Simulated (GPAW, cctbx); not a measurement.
# Bi3Rh2: what bonding does to one electron reflection, worked out

Bi3Rh2, P4/mbm (no. 127), a = 7.9834 Å, b = 7.9834 Å, c = 3.5373 Å, α = 90.00°, β = 90.00°, γ = 90.00°.

```csv
atom,mult.,x,y,z
Bi1,2,1/2,1/2,1/2
Bi2,4,0.8493,0.3493,0
Rh1,4,0.6352,0.1352,1/2
```

The start was made by putting kin elements into a known structure type; the compound need not exist, or be stable, in this form.

A DFT run (GPAW, PBE, 450 eV, 7×3×3 k-points (along the axes of the calculation cell), Fermi–Dirac width 0.1 eV) gives the static X-ray structure factor of 110 as 24.040 e for the conventional cell; superposed free atoms give 23.745 e. **Problem.** Find the Fourier component V of the crystal potential and the two-beam extinction distance at 120 kV in both cases, then the holographic phase shift per nanometre.

**1. Geometry**

The cell volume is Ω = 225.45 Å³ and d(110) = 5.6451 Å, so g = 1/d = 0.1771 Å⁻¹.

**2. The nuclei**

Electrons feel nuclei as well as electrons, so the nuclear charges are summed with the same phases.

Phase sums Σ exp(2πi h·x), turned so that the total is real and positive: Bi -0.635, Rh +1.745. Then F_Z = 83 × (-0.635) + 45 × (+1.745) = 25.86 e. The electron term has the same sign for this reflection.

**3. Mott–Bethe**

Poisson's equation, term by term, gives V = (e/4πε₀)(F_Z − F)/(πΩg²), with e/4πε₀ = 14.3996 V Å.

The prefactor is 14.3996 × 5.6451²/(π × 225.45) = 0.64787 V per electron. Free atoms: (25.86 − 23.745) × 0.64787 = 1.371 V. Crystal: (25.86 − 24.040) × 0.64787 = 1.180 V. F changes by +1.24 % and V by -13.9 %: the same 0.29 e is measured against F_Z − F = 2.1 e in place of F = 23.7 e.

**4. Extinction distance**

In the two-beam case ξ = 1/(λU) with U = 2γm₀eV/h², that is ξ = 150.41 V Å²/(γλV).

At 120 kV, λ = 0.03349 Å and γ = 1.2348. Free atoms: ξ = 2652 Å. Crystal: ξ = 3081 Å. The thickness fringes go as sin²(πt/ξ), so the two patterns slip by a quarter of a period when t|1/ξ₁ − 1/ξ₀| = 1/4, at t ≈ 476 nm. Thermal motion, absorption and many-beam coupling, left out here, change a real pattern.

**5. Phase shift**

A slab run (normal [100], unrelaxed) gives a mean inner potential of 23.16 V; free atoms give 24.80 V. The phase shift is φ = C_E V₀ t, with C_E = (2π/λE)(E + m₀c²)/(E + 2m₀c²).

C_E = 8.638 × 10⁻³ rad/(V nm). The shift is 0.2001 rad/nm in the crystal and 0.2142 rad/nm for free atoms. A sample 50 nm thick gives φ = 10.00 rad; read with the free-atom value it would seem 46.7 nm thick.

**6. Answer**

V(110) is 1.18 V against 1.37 V, and ξ is 3081 against 2652 Å. The phase shift is 0.200 rad/nm, and free atoms would misjudge a thickness by -7 %. Limits: static atoms, two beams.

[Outputs are excerpts: Python notices, other lines and further rows are left out; steps that failed or that the build refused (PBEsol, TPSS) are not shown.]

[Logs are printed without paths, hosts, clocks, repeated set-up lines and the standing remarks that a program may print on its own settings, such as how far it seeks lower states.]
